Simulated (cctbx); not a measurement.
# EuHg2Os with cctbx, script by script

Library: cctbx 2025.11. The data are simulated by the first script.

## 1. Simulate the data

run.py:

```python
from cctbx import adptbx, crystal, miller, sgtbx, xray
from cctbx.array_family import flex
from iotbx.shelx import hklf
from scitbx import matrix
import scitbx.random

cs = crystal.symmetry(unit_cell=(4.286, 10.784, 7.985, 90, 90, 90), space_group_symbol='Hall: -C 2c 2')  # Cmcm
atoms = [  # label, site, U (iso, or U11 U22 U33 U12 U13 U23 in A^2), occupancy
    ("Hg1", (0.5, 0.3347, 0.0547), (0.0071, 0.0051, 0.0078, 0.0000, 0.0000, 0.0002), 1),
    ("Os1", (0.5, 0.2161, 0.75), (0.0052, 0.0038, 0.0041, 0.0000, 0.0000, 0.0000), 1),
    ("Eu1", (0, 0.4487, 0.75), (0.0056, 0.0060, 0.0059, 0.0000, 0.0000, 0.0000), 1),
]
xs = xray.structure(crystal_symmetry=cs)
for label, site, u, occ in atoms:
    u = adptbx.u_cif_as_u_star(cs.unit_cell(), u) if isinstance(u, tuple) else u
    xs.add_scatterer(xray.scatterer(label, site=site, u=u, occupancy=occ))
xs.set_inelastic_form_factors(1.3414, "sasaki")
xs.show_summary()
p1 = xs.expand_to_p1()
ms = miller.build_set(p1, anomalous_flag=True, d_min=0.83)
flex.set_random_seed(625888)
scitbx.random.set_random_seed(625888)
ms = ms.select(flex.random_double(ms.size()) < 0.7)
i = ms.structure_factors_from_scatterers(p1, algorithm="direct").f_calc().as_intensity_array().data()
i = i * 40000 / flex.max(i)
sig = flex.sqrt(i + flex.pow2(0.06 * i) + 2 ** 2)
noise = scitbx.random.variate(scitbx.random.normal_distribution())(i.size())
data = ms.array(data=i + sig * noise, sigmas=sig).set_observation_type_xray_intensity()
with open("data.hkl", "w") as f:
    data.export_as_shelx_hklf(f)
print("reflections written:", data.size(), " <I/sigma> = %.1f" % flex.mean(data.data() / data.sigmas()))
for h, a, b in list(data.sort("data"))[:12]:
    print("%4d%4d%4d %9.1f %7.1f" % (h + (a, b)))
```

```console
$ python run.py
```

```text
Number of scatterers: 3
At special positions: 3
Unit cell: (4.286, 10.784, 7.985, 90, 90, 90)
Space group: C m c m (No. 63)
reflections written: 1868  <I/sigma> = 6.2
  -2   0   0   39751.2  2408.3
   2   0   0   35553.6  2408.3
   0   4   5   18656.3  1121.6
  -2  -4   5   16132.1   887.7
  -2  -4  -5   15684.1   887.7
   2  -4   5   15593.8   887.7
   2  -4  -5   14949.5   887.7
   1  -1  -3   14625.8   815.8
   1   7   0   14615.6   795.5
   0   0   6   14558.2   779.1
   1   1  -3   14438.0   815.8
   0   8  -3   14408.4   818.7
```

It took 0.33 s on 1 thread of Arm Neoverse N1 (shared host), peak memory 0.07 GiB.

## 2. Symmetry

run.py:

```python
from cctbx import crystal, sgtbx, statistics
from cctbx.array_family import flex
from iotbx.shelx import hklf

p1 = crystal.symmetry(unit_cell=(4.286, 10.784, 7.985, 90, 90, 90), space_group_symbol="P 1")
raw = hklf.reader(file_name="data.hkl").as_miller_arrays(crystal_symmetry=p1, anomalous=True)[0]
print(raw.size(), "reflections to d = %.3f A" % raw.d_min())
isig = raw.data() / raw.sigmas()
print("centring   violations  <I/sigma> of those")
best = "P"
for c in "ABCIRF":
    a = raw.customized_copy(space_group_info=sgtbx.space_group_info("Hall: %s 1" % c)).sys_absent_flags().data()
    m = flex.mean(isig.select(a))
    print("%5s %10d of %5d %8.1f" % (c, (isig.select(a) > 4).count(True), a.count(True), m))
    if (isig.select(a) > 4).count(True) < 0.01 * a.count(True):
        best = c
raw = raw.select(~raw.customized_copy(space_group_info=sgtbx.space_group_info("Hall: %s 1" % best)).sys_absent_flags().data())
isig = raw.data() / raw.sigmas()
rows = []
for s in sgtbx.space_group_symbol_iterator():
    g = sgtbx.space_group(s)
    if g.conventional_centring_type_symbol() != best or not g.is_compatible_unit_cell(p1.unit_cell(), 1e-3, 0.02):
        continue
    rows.append((s, g))
print("Laue class    unique    Rint  (classes that these axes allow; Friedel mates merged)")
rint = {}
for s, g in rows:
    laue = g.build_derived_patterson_group()
    key = laue.type().hall_symbol()
    if key not in rint:
        m = raw.customized_copy(space_group_info=laue.info(), anomalous_flag=False).merge_equivalents()
        rint[key] = m.r_int()
        print("%-14s %6d %7.3f" % (laue.type().lookup_symbol(), m.array().size(), m.r_int()))
floor = min(rint.values())
good = [(s, g) for s, g in rows if rint[g.build_derived_patterson_group().type().hall_symbol()] < 2 * floor + 0.03]
top = max(g.build_derived_patterson_group().order_z() for s, g in good)
print("space group    extra absences  I>4sigma  <I/sigma>")
for s, g in good:
    laue = g.build_derived_patterson_group()
    if laue.order_z() != top:
        continue
    a = raw.customized_copy(space_group_info=g.info()).sys_absent_flags().data()
    a &= ~raw.customized_copy(space_group_info=laue.info()).sys_absent_flags().data()
    bad = (isig.select(a) > 4).count(True)
    if bad <= 0.03 * a.count(True):
        print("%-16s %8d %10d %9s  %s" % (s.universal_hermann_mauguin(), a.count(True), bad, "%.1f" % flex.mean(isig.select(a)) if a.count(True) else "-", "centric" if g.is_centric() else "acentric"))
laue = max(good, key=lambda t: t[1].build_derived_patterson_group().order_z())[1].build_derived_patterson_group()
f = raw.customized_copy(space_group_info=laue.info(), anomalous_flag=False).merge_equivalents().array().eliminate_sys_absent().f_sq_as_f()
f.set_observation_type_xray_amplitude()
bins = max(3, min(8, f.size() // 12))
f.setup_binner(n_bins=bins)
w = statistics.wilson_plot(f, {e: n / laue.order_z() for e, n in {'Hg': 8.0, 'Os': 4.0, 'Eu': 4.0}.items()}, e_statistics=True)
print("Wilson B = %.2f A^2   <|E^2-1|> = %.3f (0.968 centric, 0.736 acentric)   E^2>4: %.1f %%" % (w.wilson_b, w.mean_e_sq_minus_1, w.percent_e_sq_gt_2))
print("shell (A)         n   <I/sigma>")
m = raw.customized_copy(space_group_info=laue.info(), anomalous_flag=False).merge_equivalents().array().eliminate_sys_absent()
for b in m.setup_binner(n_bins=bins).range_used():
    sel = m.binner().selection(b)
    print("%5.2f - %4.2f %6d %8.1f" % (min(m.binner().bin_d_range(b)[0] if m.binner().bin_d_range(b)[0] > 0 else 99, 99), m.binner().bin_d_range(b)[1], sel.count(True), flex.mean((m.data() / m.sigmas()).select(sel))))
```

```console
$ python run.py
```

```text
1868 reflections to d = 0.832 A
centring   violations  <I/sigma> of those
    A        417 of   944      6.0
    B        417 of   941      6.0
    C          0 of   969     -0.0
    I        392 of   901      5.9
    R        576 of  1255      6.3
    F        417 of  1427      4.0
Laue class    unique    Rint  (classes that these axes allow; Friedel mates merged)
C 1 2/m 1         344   0.040
C 2/m 1 1         363   0.037
C m m m           214   0.042
space group    extra absences  I>4sigma  <I/sigma>
C 2 2 21                7          0      -0.1  acentric
C 2 2 2                 0          0         -  acentric
C m m 2                 0          0         -  acentric
C m c 21               24          0      -0.1  acentric
C 2 m m                 0          0         -  acentric
C m 2 m                 0          0         -  acentric
C 2 c m                24          0      -0.1  acentric
C m c m                24          0      -0.1  centric
C m m m                 0          0         -  centric
Wilson B = 0.57 A^2   <|E^2-1|> = 0.805 (0.968 centric, 0.736 acentric)   E^2>4: 1.5 %
shell (A)         n   <I/sigma>
 7.99 - 1.66     33     20.7
 1.66 - 1.32     30     23.2
 1.32 - 1.16     22     24.7
 1.16 - 1.05     28     21.8
 1.05 - 0.98     26     23.8
 0.98 - 0.92     27     27.3
 0.92 - 0.87     25     22.8
 0.87 - 0.83     23     24.5
```

Time: 0.35 s.

## 3. Patterson map

run.py:

```python
from cctbx import crystal, maptbx
from iotbx.shelx import hklf

cs = crystal.symmetry(unit_cell=(4.286, 10.784, 7.985, 90, 90, 90), space_group_symbol='Hall: -C 2c 2')  # Cmcm
raw = hklf.reader(file_name="data.hkl").as_miller_arrays(crystal_symmetry=cs, anomalous=True)[0]
merged = raw.eliminate_sys_absent().merge_equivalents()
fo2 = merged.array().set_observation_type_xray_intensity()
f = fo2.average_bijvoet_mates().f_sq_as_f()
pm = f.patterson_map(symmetry_flags=maptbx.use_space_group_symmetry, sharpening=False, resolution_factor=0.25)
peaks = pm.peak_search(parameters=maptbx.peak_search_parameters(min_distance_sym_equiv=0.4, max_clusters=14)).all()
top = peaks.heights()[0]
print("Patterson group", f.patterson_symmetry().space_group_info())
print("      u       v       w   height  length (A)")
for x, h in zip(peaks.sites(), peaks.heights()):
    y = [t - round(t) for t in x]
    print("%7.3f %7.3f %7.3f %8.1f %8.2f" % (x + (1000 * h / top, cs.unit_cell().length(y))))
```

```console
$ python run.py
```

```text
Patterson group C m m m
      u       v       w   height  length (A)
  0.000   0.000   0.000   1000.0     0.00
  0.000   0.000   0.389    270.0     3.11
  0.000   0.334   0.500    252.7     5.38
  0.000   0.115   0.308    250.5     2.75
  0.000   0.448   0.194    239.4     5.07
  0.000   0.382   0.310    212.8     4.81
  0.000   0.283   0.194    193.6     3.42
  0.000   0.267   0.000    187.8     2.88
  0.000   0.160   0.500    183.2     4.35
  0.000   0.335   0.119    123.3     3.73
  0.000   0.438   0.500     85.5     6.19
  0.163   0.000   0.125     38.0     1.21
  0.139   0.089   0.063     25.6     1.23
  0.182   0.000   0.500     15.0     4.07
```

Time: 0.33 s.

## 4. Charge flipping

run.py:

```python
import itertools
from cctbx import crystal, maptbx
from cctbx.array_family import flex
from iotbx.shelx import hklf
from smtbx.ab_initio import charge_flipping as cf

cs = crystal.symmetry(unit_cell=(4.286, 10.784, 7.985, 90, 90, 90), space_group_symbol='Hall: -C 2c 2')  # Cmcm
raw = hklf.reader(file_name="data.hkl").as_miller_arrays(crystal_symmetry=cs, anomalous=True)[0]
merged = raw.eliminate_sys_absent().merge_equivalents()
fo2 = merged.array().set_observation_type_xray_intensity()
f = fo2.average_bijvoet_mates().f_sq_as_f().resolution_filter(d_min=0.83)
p1 = f.expand_to_p1()
p1.setup_binner_counting_sorted(reflections_per_bin=max(40, p1.size() // 12))
work = p1.array(data=p1.data() / p1.amplitude_quasi_normalisations().data())
flex.set_random_seed(10723)
it = cf.weak_reflection_improved_iterator(delta=None, weak_reflection_fraction=0.2)
it.start(work, phases=flex.random_double(p1.size()) * 6.2832, f_000=0)
it.delta = 1.1 * it.rho_map.sigma()
print("cycle      R  skewness")
for n, st in enumerate(itertools.islice(it, 150)):
    if n % 12 == 0:
        print("%5d %6.3f %8.2f" % (n, st.r1_factor(), st.rho_map.skewness()))
rho = p1.phase_transfer(it.f_calc).fft_map().apply_volume_scaling()
polish = cf.low_density_elimination_iterator(constant_rho_c=rho.sigma())
polish.start(f_obs=p1, phases=it.f_calc, f_000=0)
for _ in range(8):
    next(polish)
print("origin shift          correlation  skewness")
maps = []
for fc, shift, cc in itertools.islice(cf.f_calc_symmetrisations(f, polish.f_calc, 0), 4):
    m = f.phase_transfer(fc).fft_map(symmetry_flags=maptbx.use_space_group_symmetry, resolution_factor=0.25).apply_sigma_scaling()
    maps.append((m.skewness(), cc, m))
    print("%6.3f %6.3f %6.3f %10.3f %9.2f" % (tuple(shift) + (cc, m.skewness())))
skew, cc, m = max((t for t in maps if t[1] > maps[0][1] - 0.04), key=lambda t: t[0])
print("taken: symmetry correlation %.3f, skewness %.2f" % (cc, skew))
peaks = m.peak_search(parameters=maptbx.peak_search_parameters(min_distance_sym_equiv=0.9, max_clusters=8)).all()
sps = cs.special_position_settings(min_distance_sym_equiv=0.5)
print("peak      x       y       z  mult  height/sigma")
for k, (x, h) in enumerate(zip(peaks.sites(), peaks.heights())):
    ss = sps.site_symmetry(x)
    print("Q%-3d %7.4f %7.4f %7.4f %4d %8.1f" % ((k + 1,) + tuple(t % 1 for t in ss.exact_site()) + (ss.multiplicity(), h)))
```

```console
$ python run.py
```

```text
cycle      R  skewness
    0  0.594     0.35
   12  0.441     2.83
   24  0.423     2.68
   36  0.401     2.37
   48  0.401     2.50
   60  0.416     2.48
   72  0.409     2.24
   84  0.418     2.50
   96  0.428     2.52
  108  0.417     2.39
  120  0.405     2.30
  132  0.403     2.51
  144  0.425     2.53
origin shift          correlation  skewness
 0.183  0.211  0.354      0.847      3.86
 0.181  0.074  0.369      0.823      1.58
 0.177  0.333  0.369      0.811      2.59
-0.017  0.210  0.350      0.797      1.48
taken: symmetry correlation 0.847, skewness 3.86
peak      x       y       z  mult  height/sigma
Q1    0.0000  0.2939  0.7500    4     12.0
Q2    0.0000  0.0338  0.7500    4      9.9
Q3    0.0000  0.4161  0.0526    8      9.4
Q4    0.0000  0.0602  0.1481    8      2.3
Q5    0.0000  0.3595  0.5971    8      1.9
Q6    0.0000  0.2797  0.2500    4      1.6
Q7    0.2098  0.4443  0.2500    8      1.6
Q8    0.0000  0.4749  0.2500    4      1.5
```

Time: 0.44 s.

## 5. Refinement (model from the peaks)

run.py:

```python
import math
from cctbx import adptbx, crystal, maptbx, sgtbx, xray
from cctbx.array_family import flex
from cctbx.xray import observations
from iotbx.shelx import hklf
from scitbx.lstbx import normal_eqns_solving
from smtbx import absolute_structure, utils
from smtbx.refinement import constraints, least_squares

cs = crystal.symmetry(unit_cell=(4.286, 10.784, 7.985, 90, 90, 90), space_group_symbol='Hall: -C 2c 2')  # Cmcm
atoms = [  # label, site, U (iso, or U11 U22 U33 U12 U13 U23 in A^2), occupancy
    ("Os1", (0, 0.2939, 0.75), 0.0200, 1),
    ("Eu1", (0, 0.0338, 0.75), 0.0200, 1),
    ("Hg1", (0, 0.4161, 0.0526), 0.0200, 1),
]
xs = xray.structure(crystal_symmetry=cs)
for label, site, u, occ in atoms:
    u = adptbx.u_cif_as_u_star(cs.unit_cell(), u) if isinstance(u, tuple) else u
    xs.add_scatterer(xray.scatterer(label, site=site, u=u, occupancy=occ))
xs.set_inelastic_form_factors(1.3414, "sasaki")
raw = hklf.reader(file_name="data.hkl").as_miller_arrays(crystal_symmetry=cs, anomalous=True)[0]
merged = raw.eliminate_sys_absent().merge_equivalents()
fo2 = merged.array().set_observation_type_xray_intensity()
print("Rint %.3f, %d unique reflections to %.2f A" % (merged.r_int(), fo2.size(), fo2.d_min()))
for sc in xs.scatterers():
    sc.flags.set_grad_site(True)
    sc.flags.set_grad_u_aniso(sc.flags.use_u_aniso())
    sc.flags.set_grad_u_iso(sc.flags.use_u_iso())
obs = fo2.as_xray_observations()
extra = {}
rep = constraints.reparametrisation(xs, [], utils.connectivity_table(xs), **extra)
ls = least_squares.crystallographic_ls(obs, rep, weighting_scheme=least_squares.mainstream_shelx_weighting(a=0, b=0))
print("cycle     R1     wR2    GooF  max shift (A)")
for cycle in range(6):
    ls.build_up()
    r1, wr2, goof = ls.r1_factor(cutoff_factor=2)[0], ls.wR2(), ls.goof()
    old = xs.sites_cart()
    normal_eqns_solving.levenberg_marquardt_iterations(ls, n_max_iterations=3, tau=0.0001, step_threshold=1e-7)
    big = flex.max((xs.sites_cart() - old).norms())
    print("%4d %7.4f %7.4f %7.3f %9.5f" % (cycle + 1, r1, wr2, goof, big))
    ls.build_up(objective_only=True)
    if abs(ls.wR2() - wr2) < 5e-5 and big < 5e-4:
        break
ls.build_up()
print("final R1 %.4f wR2 %.4f GooF %.3f  parameters %d  data/parameter %.1f" % (ls.r1_factor(cutoff_factor=2)[0], ls.wR2(), ls.goof(), ls.n_parameters, fo2.size() / ls.n_parameters))
cov = ls.covariance_matrix_and_annotations()
su = dict(zip(cov.annotations, (math.sqrt(max(v, 0)) for v in cov.matrix.matrix_packed_u_diagonal())))
a2 = cs.unit_cell().reciprocal_parameters()[0] ** -2
print("atom        x        y        z      Ueq    occ   su(xyz)  su(Uiso or U11)")
for sc in xs.scatterers():
    s = max(su.get(sc.label + k, 0) for k in (".x", ".y", ".z"))
    npd = "" if sc.is_positive_definite_u(cs.unit_cell()) else "  NPD"
    print("%-5s %8.5f %8.5f %8.5f %8.4f %6.3f %8.5f %7.4f%s" % ((sc.label,) + sc.site + (sc.u_iso_or_equiv(cs.unit_cell()), sc.occupancy, s, su.get(sc.label + ".uiso", su.get(sc.label + ".u11", 0) * a2), npd)))
fo = fo2.f_sq_as_f()
fc = fo.structure_factors_from_scatterers(xs, algorithm="direct").f_calc()
diff = fo.f_obs_minus_f_calc(1 / math.sqrt(ls.scale_factor()), fc).average_bijvoet_mates()
m = diff.fft_map(symmetry_flags=maptbx.use_space_group_symmetry, resolution_factor=0.25).apply_volume_scaling()
print("difference map: max %.2f min %.2f rms %.2f" % (m.statistics().max(), m.statistics().min(), m.statistics().sigma()))
peaks = m.peak_search(parameters=maptbx.peak_search_parameters(min_distance_sym_equiv=0.6, max_clusters=5)).all()
near = xs.closest_distances(peaks.sites(), distance_cutoff=4)
sps = cs.special_position_settings(min_distance_sym_equiv=0.5)
for k, (x, h) in enumerate(zip(peaks.sites(), peaks.heights())):
    ss = sps.site_symmetry(x)
    print("Q%-3d %7.4f %7.4f %7.4f %4d %7.2f  %.2f A from %s" % ((k + 1,) + tuple(t % 1 for t in ss.exact_site()) + (ss.multiplicity(), h, near.smallest_distances[k], xs.scatterers()[near.i_seqs[k]].label)))
```

```console
$ python run.py
```

```text
Rint 0.042, 202 unique reflections to 0.83 A
cycle     R1     wR2    GooF  max shift (A)
   1  0.8091  0.9688  26.707   0.13840
   2  0.7324  0.9243  25.480   0.01295
   3  0.8007  0.9579  26.407   0.00540
   4  0.7323  0.9228  25.438   0.00264
   5  0.8011  0.9580  26.408   0.00114
   6  0.7324  0.9227  25.436   0.00177
final R1 0.8012 wR2 0.9580 GooF 26.408  parameters 7  data/parameter 28.9
atom        x        y        z      Ueq    occ   su(xyz)  su(Uiso or U11)
Os1    0.00000  0.27942  0.75000   0.0160  1.000  0.00850  0.0183
Eu1    0.00000  0.04016  0.75000   0.0500  1.000  0.01472  0.0511
Hg1    0.00000  0.41612  0.06179   0.0237  1.000  0.01002  0.0177
difference map: max 772.58 min -224.55 rms 66.90
Q1    0.0000  0.2936  0.7500    4  775.45  0.15 A from Os1
Q2    0.0000  0.4148  0.0551    8  748.94  0.06 A from Hg1
Q3    0.0000  0.0356  0.7500    4  739.74  0.05 A from Eu1
Q4    0.0000  0.0523  0.1497    8  215.23  1.28 A from Eu1
Q5    0.0000  0.0676  0.5698    8  154.85  1.47 A from Eu1
```

Time: 0.62 s.

Figures of merit this high mean that the model is still wrong or incomplete.

## 6. Charge flipping

run.py, as its changes from the last script of this kind:

```diff
@@ -13,3 +13,2 @@
-p1.setup_binner_counting_sorted(reflections_per_bin=max(40, p1.size() // 12))
-work = p1.array(data=p1.data() / p1.amplitude_quasi_normalisations().data())
-flex.set_random_seed(10723)
+work = p1
+flex.set_random_seed(10724)
@@ -20,2 +19,2 @@
-for n, st in enumerate(itertools.islice(it, 150)):
-    if n % 12 == 0:
+for n, st in enumerate(itertools.islice(it, 300)):
+    if n % 25 == 0:
```

```console
$ python run.py
```

```text
cycle      R  skewness
    0  0.592     0.44
   25  0.275     3.40
   50  0.260     3.31
   75  0.265     3.21
  100  0.265     3.19
  125  0.249     3.15
  150  0.255     3.17
  175  0.275     3.05
  200  0.262     3.06
  225  0.259     3.05
  250  0.258     3.07
  275  0.258     3.07
origin shift          correlation  skewness
 0.178  0.055  0.250      0.794      2.40
 0.170  0.048  0.166      0.752      1.06
 0.145 -0.013  0.166      0.767      1.72
 0.193  0.419  0.255      0.776      1.13
taken: symmetry correlation 0.794, skewness 2.40
peak      x       y       z  mult  height/sigma
Q1    0.0000  0.1661  0.2500    4     12.0
Q2    0.0000  0.2715  0.5487    8      6.0
Q3    0.0000  0.4348  0.1341    8      5.2
Q4    0.0000  0.1637  0.6258    8      3.9
Q5    0.2451  0.0868  0.2500    8      2.4
Q6    0.0000  0.3448  0.6761    8      2.4
Q7    0.2652  0.2049  0.5516   16      2.1
Q8    0.2139  0.4543  0.5637   16      1.8
```

It took 0.5 s on 1 thread of Arm Neoverse N1, with other jobs on the host, peak memory 0.07 GiB.

[Logs are printed without paths, hosts, clocks, repeated set-up lines and the standing remarks that a program may print on its own settings, such as how far it seeks lower states.]
